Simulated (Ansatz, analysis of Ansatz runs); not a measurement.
# A hop of Li in Li3VO4 (Pmn2_1), charge −1, part 4 of 4

Aim: the barrier of one jump in Li3VO4 (Pmn2_1) at charge −1: V_Li hop (3.0 Å). The model is a cell of 64 host atoms with 1 Li taken out; Li is the atom that moves.

Ansatz 0.2.0; plane-wave PAW DFT, PBEsol; nudged elastic band between two relaxed defect structures at fixed charge in a uniform background.

So far, barrier forward (eV): step 4 (nudged elastic band, charge −1) 0.546.

### 5. Single point at the start point, PBEsol, denser k-mesh

Three single points on a mesh of more k-points (start, top, end) test the sampling. The start is shown; top and end are run alike.

This step: plane-wave PAW DFT, PBEsol; single point of a defect supercell on a structure of the PBEsol path.

qm1.start.mesh/input.yaml reads:

```yaml
crystal:
  lattice:
    - [-6.2860123, 5.41796052, 4.92165781]
    - [6.2860123, -5.41796052, 4.92165781]
    - [6.2860123, 5.41796052, -4.92165781]
  atoms:
    - { symbol: Li, position: [0.34061833, 0.12951027, 0.45964145] }
    - { symbol: Li, position: [0.33607788, 0.62658421, 0.95645218] }
[... 2 atom lines left out ...]
    - { symbol: Li, position: [0.42276278, 0.38467342, 0.29660353] }
[... 6 atom lines left out ...]
    - { symbol: Li, position: [0.34175409, 0.38446435, 0.70939779] }
[... 3 atom lines left out ...]
    - { symbol: Li, position: [0.09287789, 0.26083447, 0.33375786] }
[... 8 atom lines left out ...]
    - { symbol: V, position: [0.08125113, 0.49682374, 0.58389014] }
[... 3 atom lines left out ...]
    - { symbol: V, position: [0.16373007, 0.49881769, 0.16027863] }
[... 2 atom lines left out ...]
    - { symbol: O, position: [0.21599095, 0.16739579, 0.27223275] }
[... 4 atom lines left out ...]
    - { symbol: O, position: [0.41234352, 0.83642485, 0.58584172] }
[... 2 atom lines left out ...]
    - { symbol: O, position: [0.19666307, 0.42401873, 0.54677594] }
[... 10 atom lines left out ...]
    - { symbol: O, position: [0.66160277, 0.67165714, 0.71670261] }
[... 1 atom line left out ...]
    - { symbol: O, position: [0.36678753, 0.54963258, 0.29850735] }
[... 5 atom lines left out ...]
    - { symbol: O, position: [0.98786261, 0.55272484, 0.43204692] }
[... 2 atom lines left out ...]
    - { symbol: O, position: [0.98989118, 0.32492232, 0.16203555] }
    - { symbol: O, position: [0.99092292, 0.82707181, 0.6642391] }
total_charge: -1
basis:
  ecutwfc: 420
  xc_grid: 2
hamiltonian:
  xc: pbesol
kpoints:
  mp_grid: { grid: [2, 2, 2], shift: [0.5, 0.5, 0.5] }
scf:
  occupations: { method: fixed }
  max_iter: 100
output:
  forces: true
  eigenvalues: true
checkpoint:
  write: "../qm1.start.mesh.run"
  compress: false
  write_wavefunctions: false
  write_every: 100000
```

Launch:

```console
$ ansatz run input.yaml --threads 4 --pin off --max-ram 7536MiB --backend cpu --events-out ev --progress --plain --runs-dir out
```

Numbers of over 12 decimals in the logs are rounded to 6 here.

The program printed:

```text
[...]
Crystal: 63 atoms, lattice volume = 670.475 Å³
Basis set: ecut = 420 eV, 13091 PW (Γ), exchange–correlation on 144×144×144 points (8 copies of the dense FFT grid, shifted against one another)
Bands: 246, of which v1, the nominal top of the filled ones, is band 183 counted from 1 (182 counted from 0)
Symmetry: 1 space group operations
[...]
k-points: 4 of 8 (time reversal used)
[...]
SCF iter   1: F=—  HF=-45762.162101 eV  |F-HF|=—  |Δ(HF+E_count)|=         —  Δρ=1.60e-2  dr2=1.42e0  ethr=1.77e-3  ⟨swp⟩=4.0  Hψ=2872  notcnv=0  defer=188
[...]
SCF iter  12: F=-45761.731603 eV  HF=-45761.731603 eV  |F-HF|=7.39e-9  |Δ(HF+E_count)|=   1.56e-7  Δρ=2.37e-6  dr2=6.30e-8  ethr=2.73e-11  ⟨swp⟩=9.0  Hψ=3082  notcnv=0
SCF 1 converged in 12 iterations: F = -45761.731603 eV  dr2 = 6.30e-8
[...]
SCF converged after 12 iterations
Free energy (F): -45761.731603 eV
[...]
Internal energy: -45761.731603 eV  (E = F + TS)
E sigma→0 (E₀):  -45761.731603 eV
Fermi energy:    3.170519 eV
[...]
--- Forces (eV/Å), atoms counted from 1 ---
  atom   1  Li     0.00126198    -0.00048275     0.00321865
  atom   2  Li    -0.00075757     0.00097079     0.00195979
  [... 2 atoms left out ...]
  atom   5  Li    -0.00048625     0.00095834     0.00209721
  [... 6 atoms left out ...]
  atom  12  Li    -0.00059786     0.00061480     0.00286267
  [... 3 atoms left out ...]
  atom  16  Li    -0.00098885     0.00373699    -0.00250278
  [... 8 atoms left out ...]
  atom  25  V     -0.00847382    -0.00944107     0.02974200
  [... 3 atoms left out ...]
  atom  29  V     -0.00663650     0.01015648     0.03292580
  [... 2 atoms left out ...]
  atom  32  O      0.00483467     0.00949172    -0.00245979
  [... 7 atoms left out ...]
  atom  40  O      0.00148448     0.00839807    -0.00223555
  [... 10 atoms left out ...]
  atom  51  O      0.00715211    -0.00621259    -0.00132276
  [... 1 atom left out ...]
  atom  53  O     -0.00058812     0.00361882    -0.00087281
  [... 8 atoms left out ...]
  atom  62  O      0.00006730     0.00115991    -0.02086541
  [... 1 atom left out ...]
  max |Σ_I F_I| component: 5.30e-5 eV/Å
--- Band table (eV) ---
[...]
[... further k-points left out ...]
```

The job ended after 32 s (4 threads of Arm Neoverse V1, shared host; peak memory 3.1 GiB).

Numbers from this step:

- free energy: -45761.7316 eV

### 6. Barrier from single points, PBEsol, denser k-mesh

Analysis of the runs above: barrier from PBEsol single points on the PBEsol path.

It gives:

```yaml
barrier_forward: 0.5490 eV
barrier_backward: 0.6203 eV
end_less_start: -0.07123 eV
```

This gives 0.549 eV against the band's 0.546 eV (backward 0.620 against 0.620 eV), so the sampling was enough for this path.

### 7. Single point at the start point, HSE06

A whole band with exact exchange would cost too much, so three single points on the path found stand in. The start is shown; top and end are run alike.

This step: plane-wave PAW DFT, HSE06; single point of a defect supercell on a structure of the PBEsol path.

qm1.start.hse06/input.yaml, as its differences from qm1.start.mesh/input.yaml of step 5:

```diff
@@ -38,5 +38,5 @@
 hamiltonian:
-  xc: pbesol
+  xc: hse06
 kpoints:
-  mp_grid: { grid: [2, 2, 2], shift: [0.5, 0.5, 0.5] }
+  mp_grid: { grid: [1, 1, 1] }
 scf:
@@ -48,3 +48,3 @@
 checkpoint:
-  write: "../qm1.start.mesh.run"
+  write: "../qm1.start.hse06.run"
   compress: false
```

The program printed:

```text
[...]
exact exchange: scf.exx.singularity resolves to wigner_seitz, which cuts the screened interaction at the faces of the exchange supercell's Wigner-Seitz cell, so that each pair interacts once, at the shortest of its separations (the periodic images that this [...]
[...]
davidson cushion auto → on  (no smearing: the cushion is to keep the highest requested band from converging to the state above it; pin scf.eigensolver.cushion to override)
Crystal: 63 atoms, lattice volume = 670.475 Å³
Basis set: ecut = 420 eV, 13091 PW (Γ), exchange–correlation on 144×144×144 points (8 copies of the dense FFT grid, shifted against one another)
Bands: 246, of which v1, the nominal top of the filled ones, is band 183 counted from 1 (182 counted from 0)
Symmetry: 1 space group operations
[...]
k-points: 1
[...]
SCF iter   1: F=—  HF=-46230.478934 eV  |F-HF|=—  |Δ(HF+E_count)|=         —  Δρ=1.16e-2  dr2=1.20e0  ethr=1.77e-3  ⟨swp⟩=10.0  Hψ=1109  notcnv=0
[...]
E sigma→0 (E₀):  -46213.837554 eV
Fermi energy:    2.108988 eV
[...]
--- Forces (eV/Å), atoms counted from 1 ---
  atom   1  Li     0.00094679    -0.01176279    -0.00182813
  atom   2  Li    -0.00455453    -0.01264085    -0.00171110
  [... 2 atoms left out ...]
  atom   5  Li     0.00610669     0.00662734    -0.00314401
  [... 6 atoms left out ...]
  atom  12  Li    -0.00177024    -0.01388345    -0.00258273
  [... 3 atoms left out ...]
  atom  16  Li     0.00690148     0.01628321    -0.00869789
  [... 8 atoms left out ...]
  atom  25  V     -0.18331263     0.10915508    -0.00015454
  [... 3 atoms left out ...]
  atom  29  V     -0.02599932     0.21505021     0.05754410
  [... 2 atoms left out ...]
  atom  32  O     -0.46058822    -0.25881771    -0.17250230
  [... 7 atoms left out ...]
  atom  40  O      0.58130782    -0.32577134    -0.16613058
  [... 10 atoms left out ...]
  atom  51  O     -0.58671760     0.30409874    -0.22276393
  [... 1 atom left out ...]
  atom  53  O      0.01714370    -0.66632024    -0.22397036
  [... 8 atoms left out ...]
  atom  62  O     -0.00155520    -0.01830953     0.51351167
  [... 1 atom left out ...]
  max |Σ_I F_I| component: 7.46e-5 eV/Å
--- Band table (eV) ---
[...]
[key lines of the parts left out:]
Free energy (F): -46213.837554 eV
```

Wall time 92 s (4 threads); peak memory 1.6 GiB; 5.7 min of CPU time.

Numbers from this step:

* free energy: -46213.8376 eV

### 8. Barrier from single points, HSE06

Analysis of the runs above: barrier from HSE06 single points on the PBEsol path.

It gives:

* barrier forward: 0.5639 eV
* barrier backward: 0.6566 eV
* end less start: -0.09275 eV

This gives 0.564 eV against the band's 0.546 eV.

### 9. Band with another choice: steps far too long

This step: plane-wave PAW DFT, PBEsol; nudged elastic band between two relaxed defect structures at fixed charge in a uniform background.

qm1.try0/input.yaml reads:

```yaml
crystal:
  lattice:
    - [-6.2860123, 5.41796052, 4.92165781]
    - [6.2860123, -5.41796052, 4.92165781]
    - [6.2860123, 5.41796052, -4.92165781]
  atoms:
    - { symbol: Li, position: [0.34061833, 0.12951027, 0.45964145] }
    - { symbol: Li, position: [0.33607788, 0.62658421, 0.95645218] }
    - { symbol: Li, position: [0.83850087, 0.12918104, 0.95628437] }
    - { symbol: Li, position: [0.84006305, 0.62806519, 0.45840778] }
    - { symbol: Li, position: [0.42276278, 0.38467342, 0.29660353] }
    - { symbol: Li, position: [0.41976256, 0.87656615, 0.78847579] }
    - { symbol: Li, position: [0.91671756, 0.37806779, 0.79028458] }
    - { symbol: Li, position: [0.92142962, 0.88199445, 0.29328805] }
    - { symbol: Li, position: [0.4208411, 0.12778577, 0.03950814] }
    - { symbol: Li, position: [0.92358767, 0.13476782, 0.54072654] }
    - { symbol: Li, position: [0.92199172, 0.62863696, 0.03905326] }
    - { symbol: Li, position: [0.34175409, 0.38446435, 0.70939779] }
    - { symbol: Li, position: [0.33927994, 0.88127799, 0.21172391] }
    - { symbol: Li, position: [0.84160376, 0.38158888, 0.21040803] }
    - { symbol: Li, position: [0.83206334, 0.87783787, 0.70638228] }
    - { symbol: Li, position: [0.09287789, 0.26083447, 0.33375786] }
    - { symbol: Li, position: [0.0877313, 0.75210036, 0.83269544] }
    - { symbol: Li, position: [0.58854621, 0.25453615, 0.83253955] }
    - { symbol: Li, position: [0.58708496, 0.75553142, 0.33805472] }
    - { symbol: Li, position: [0.17226473, 0.25619362, 0.91718689] }
    - { symbol: Li, position: [0.17332836, 0.75133952, 0.41555195] }
    - { symbol: Li, position: [0.6692172, 0.25672421, 0.41604487] }
    - { symbol: Li, position: [0.66987168, 0.75445911, 0.91512727] }
    - { symbol: V, position: [0.08558711, 0.00026208, 0.08494607] }
    - { symbol: V, position: [0.08125113, 0.49682374, 0.58389014] }
    - { symbol: V, position: [0.58475633, 0.00214608, 0.58406001] }
    - { symbol: V, position: [0.58591666, 0.50059198, 0.08630572] }
    - { symbol: V, position: [0.16598148, 0.00053558, 0.66580529] }
    - { symbol: V, position: [0.16373007, 0.49881769, 0.16027863] }
    - { symbol: V, position: [0.66586648, 0.00086697, 0.16462996] }
    - { symbol: V, position: [0.66822149, 0.50126774, 0.66795792] }
    - { symbol: O, position: [0.21599095, 0.16739579, 0.27223275] }
    - { symbol: O, position: [0.21566867, 0.66640289, 0.77219587] }
    - { symbol: O, position: [0.71512061, 0.1689087, 0.77345537] }
    - { symbol: O, position: [0.71627003, 0.66841814, 0.27319075] }
    - { symbol: O, position: [0.4142975, 0.32630419, 0.08758648] }
    - { symbol: O, position: [0.41234352, 0.83642485, 0.58584172] }
    - { symbol: O, position: [0.904698, 0.32623386, 0.58522635] }
    - { symbol: O, position: [0.91395603, 0.82749334, 0.08770806] }
    - { symbol: O, position: [0.19666307, 0.42401873, 0.54677594] }
    - { symbol: O, position: [0.2149555, 0.94227084, 0.0468825] }
    - { symbol: O, position: [0.71547264, 0.4433151, 0.04795557] }
    - { symbol: O, position: [0.7171463, 0.94600388, 0.54744741] }
    - { symbol: O, position: [0.13954174, 0.43908827, 0.97032039] }
    - { symbol: O, position: [0.1449234, 0.94287807, 0.47796459] }
    - { symbol: O, position: [0.64704475, 0.44650037, 0.47859065] }
    - { symbol: O, position: [0.64584178, 0.94306342, 0.97742915] }
    - { symbol: O, position: [0.14678274, 0.16797176, 0.70457168] }
    - { symbol: O, position: [0.14581092, 0.6684366, 0.20036561] }
    - { symbol: O, position: [0.64564369, 0.16825313, 0.20172774] }
    - { symbol: O, position: [0.66160277, 0.67165714, 0.71670261] }
    - { symbol: O, position: [0.37003278, 0.05361113, 0.81633158] }
    - { symbol: O, position: [0.36678753, 0.54963258, 0.29850735] }
    - { symbol: O, position: [0.86990679, 0.05416012, 0.31444097] }
    - { symbol: O, position: [0.87265211, 0.55182417, 0.81743814] }
    - { symbol: O, position: [0.48877107, 0.05708973, 0.43235525] }
    - { symbol: O, position: [0.48901452, 0.55451601, 0.93620823] }
    - { symbol: O, position: [0.98960981, 0.05458953, 0.93481331] }
    - { symbol: O, position: [0.98786261, 0.55272484, 0.43204692] }
    - { symbol: O, position: [0.49061792, 0.32676161, 0.66541139] }
    - { symbol: O, position: [0.49074364, 0.82737045, 0.16285959] }
    - { symbol: O, position: [0.98989118, 0.32492232, 0.16203555] }
    - { symbol: O, position: [0.99092292, 0.82707181, 0.6642391] }
total_charge: -1
basis:
  ecutwfc: 420
  xc_grid: 2
hamiltonian:
  xc: pbesol
kpoints:
  mp_grid: { grid: [1, 1, 1] }
scf:
  occupations: { method: fixed }
  max_iter: 100
output:
  forces: true
neb:
  images: 7
  f_tol: 0.05
  climbing: true
  initial_path: linear
  max_iterations: 12
  order_check: false
  max_displacement: 2.0
  final_atoms:
    - { symbol: Li, position: [0.33809226, 0.12925633, 0.45784961] }
    - { symbol: Li, position: [0.33670474, 0.6286842, 0.95445351] }
[... 2 atom lines left out ...]
    - { symbol: Li, position: [0.41554956, 0.38128812, 0.29240632] }
[... 6 atom lines left out ...]
    - { symbol: Li, position: [0.33808192, 0.38060429, 0.70921384] }
[... 3 atom lines left out ...]
    - { symbol: Li, position: [0.41556061, 0.62351651, 0.5346515] }
[... 8 atom lines left out ...]
    - { symbol: V, position: [0.08689005, 0.50440819, 0.58871918] }
[... 3 atom lines left out ...]
    - { symbol: V, position: [0.16542154, 0.50331564, 0.16248515] }
[... 2 atom lines left out ...]
    - { symbol: O, position: [0.22796713, 0.16090498, 0.26822769] }
[... 4 atom lines left out ...]
    - { symbol: O, position: [0.4136984, 0.82743114, 0.58689474] }
[... 2 atom lines left out ...]
    - { symbol: O, position: [0.22798114, 0.46011652, 0.56744622] }
[... 10 atom lines left out ...]
    - { symbol: O, position: [0.64597567, 0.66797713, 0.70259129] }
[... 1 atom line left out ...]
    - { symbol: O, position: [0.37063574, 0.55688694, 0.31412685] }
[... 5 atom lines left out ...]
    - { symbol: O, position: [0.99067977, 0.55672925, 0.43471656] }
[... 2 atom lines left out ...]
    - { symbol: O, position: [0.98544935, 0.33343429, 0.15239703] }
    - { symbol: O, position: [0.98963315, 0.82713256, 0.66283701] }
```

The program printed:

```text
[...]
parallel-image band execution: 4 concurrent image workers
NEB image 0
Crystal: 63 atoms, lattice volume = 670.475 Å³
Basis set: ecut = 420 eV, 13091 PW (Γ), exchange–correlation on 144×144×144 points (8 copies of the dense FFT grid, shifted against one another)
Bands: 246, of which v1, the nominal top of the filled ones, is band 183 counted from 1 (182 counted from 0)
Symmetry: 1 space group operations
k-points: 1
[...]
SCF iter   1: F=—  HF=-45762.116690 eV  |F-HF|=—  |Δ(HF+E_count)|=         —  Δρ=1.59e-2  dr2=1.40e0  ethr=1.77e-3  ⟨swp⟩=4.0  Hψ=645  notcnv=0  defer=47
[...]
SCF iter  12: F=-45761.686904 eV  HF=-45761.686904 eV  |F-HF|=5.85e-8  |Δ(HF+E_count)|=   1.64e-7  Δρ=3.33e-6  dr2=9.63e-8  ethr=2.73e-11  ⟨swp⟩=4.0  Hψ=617  notcnv=0
SCF 1 converged in 12 iterations: F = -45761.686904 eV  dr2 = 9.63e-8
[...]
NEB image 8
[...]
SCF 2 converged in 13 iterations: F = -45761.760988 eV  dr2 = 3.91e-8
[...]
NEB end point (image 0): max|allowed force component| = 8.849e-3 eV/Å (the criterion of neb.relax_end_points is 1.000e-2)
NEB end point (image 8): max|allowed force component| = 4.805e-3 eV/Å (the criterion of neb.relax_end_points is 1.000e-2)
NEB image 1
[...]
SCF 3 converged in 13 iterations: F = -45761.491041 eV  dr2 = 9.82e-8
NEB image 2
[...]
- { symbol: Li, position: [0.337608, 0.629042, 0.952911] }
    - { symbol: Li, position: [0.839618, 0.129418, 0.961833] }
    - { symbol: Li, position: [0.841824, 0.628618, 0.458982] }
    - { symbol: Li, position: [0.432870, 0.384273, 0.283920] }
    - { symbol: Li, position: [0.421061, 0.878100, 0.790588] }
    - { symbol: Li, position: [0.913527, 0.377225, 0.792184] }
    - { symbol: Li, position: [0.921839, 0.885367, 0.295080] }
[...]
- { symbol: Li, position: [0.169192, 0.254177, 0.915955] }
    - { symbol: Li, position: [0.173490, 0.753365, 0.415034] }
    - { symbol: Li, position: [0.667128, 0.252634, 0.416148] }
    - { symbol: Li, position: [0.675314, 0.759259, 0.916143] }
    - { symbol: V, position: [0.090651, 0.008017, 0.089227] }
    - { symbol: V, position: [0.080599, 0.500912, 0.590475] }
    - { symbol: V, position: [0.582797, -0.000561, 0.585325] }
    - { symbol: V, position: [0.589470, 0.502146, 0.084673] }
    - { symbol: V, position: [0.164208, -0.001344, 0.665831] }
    - { symbol: V, position: [0.165846, 0.503786, 0.155574] }
    - { symbol: V, position: [0.660182, -0.003525, 0.165264] }
    - { symbol: V, position: [0.666566, 0.500178, 0.666342] }
    - { symbol: O, position: [0.232034, 0.177768, 0.273481] }
    - { symbol: O, position: [0.210200, 0.672181, 0.775348] }
    - { symbol: O, position: [0.712507, 0.166130, 0.774776] }
    - { symbol: O, position: [0.715579, 0.665077, 0.273623] }
    - { symbol: O, position: [0.414138, 0.324751, 0.078924] }
    - { symbol: O, position: [0.410406, 0.829863, 0.585192] }
    - { symbol: O, position: [0.903555, 0.328534, 0.588757] }
    - { symbol: O, position: [0.919624, 0.834795, 0.093628] }
[...]
- { symbol: O, position: [0.488240, 0.326180, 0.663113] }
    - { symbol: O, position: [0.478686, 0.821769, 0.157157] }
    - { symbol: O, position: [0.993771, 0.336774, 0.157798] }
    - { symbol: O, position: [0.988757, 0.825633, 0.664451] }
[key lines of the parts left out:]
SCF converged after 8 iterations
Free energy (F): -45761.140264 eV
Fermi energy:    3.105864 eV
```

The job ended after 4.5 min (4 threads; peak memory 2.7 GiB; 15 min of CPU time).

The band ended, but on a faulty input (steps far too long), so its numbers are not taken as the defect's.

Its highest image lies 0.55 eV above the start; the sound band gave 0.55 eV.

Here the change did no harm: 0.547 eV against the band's 0.546 eV.

### 10. What came out

```
barrier forward                                   : 0.55 eV
barrier backward                                  : 0.62 eV
end less start                                    : -0.07 eV
hop length                                        : 2.96 Å
band iterations, as the log counts them           : 9
barrier from single points, PBEsol, denser k-mesh : 0.55 eV
barrier from single points, HSE06                 : 0.56 eV
```

In words: The top of the band lies 0.55 eV above the start and 0.62 eV above the end. With an assumed prefactor of 1e13 per second it gives one hop a second along this one path at about 210 K; whether such hops link up through the crystal wasn't checked. At the top Li16 stands 1.79 Å from its nearest O, 0.13 Å closer than at the start. Across functionals on this path (PBEsol 0.546 and HSE06 0.564 eV) the forward values spread by 0.018 eV. The order of the top as a saddle was not checked for all atoms, so a bent path could be lower. No image-charge correction is applied; it largely cancels along a path if the charge stays localised alike.

[Logs are printed without paths, hosts, clocks, repeated set-up lines and the standing remarks that a program may print on its own settings, such as how far it seeks lower states.]

[Hosts, paths, dates, database ids (printed as entryN), source tags and the programs' standing remarks are cut or masked in the printed files.]
